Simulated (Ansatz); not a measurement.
# Work functions along the 3d row

How does the work function of the densest face change from element to element, and how far does electronegativity predict it?

**Method.** Ansatz 0.2.0, plane waves with PAW datasets (its set soft_2) at their recommended cutoffs; symmetric slabs of 7 layers (11 for bcc (111)) cut at the tabulated experimental lattice constant, atoms at bulk places, 18 Å of vacuum, k-spacing 0.16 Å⁻¹ (2π included), Fermi-Dirac smearing of 0.1 eV, SCF threshold 1e-9 eV; spin-polarised where the metal is Fe, Co or Ni. The work function is the vacuum level less the Fermi level; differences are formed before rounding. PBE throughout; Pauling electronegativities.

What came out:

| face | atoms per nm² | electronegativity | work function (eV) |
| --- | --- | --- | --- |
| Sc(0001) | 10.5 | 1.36 | 3.65 |
| Ti(0001) | 13.3 | 1.54 | 4.41 |
| V(110) | 15.5 | 1.63 | 4.78 |
| Fe(110) | 17.2 | 1.83 | 4.74 |
| Co(0001) | 18.3 | 1.88 | 4.98 |
| Ni(111) | 18.6 | 1.91 | 5.07 |
| Cu(111) | 17.7 | 1.90 | 4.82 |
| Zn(0001) | 16.3 | 1.65 | 4.14 |

What this shows: The values run from 3.65 eV (Sc) to 5.07 eV (Ni). They follow electronegativity closely (correlation 0.89, slope 2.1 eV per unit), with V farthest from the line. The density of the top layer does about as well (0.87).

What the numbers leave out: One face stands for each metal, and other faces differ, by up to about an eV on some metals. Cr and Mn are missing from the set. The table is a selection: not every member that was run is listed.
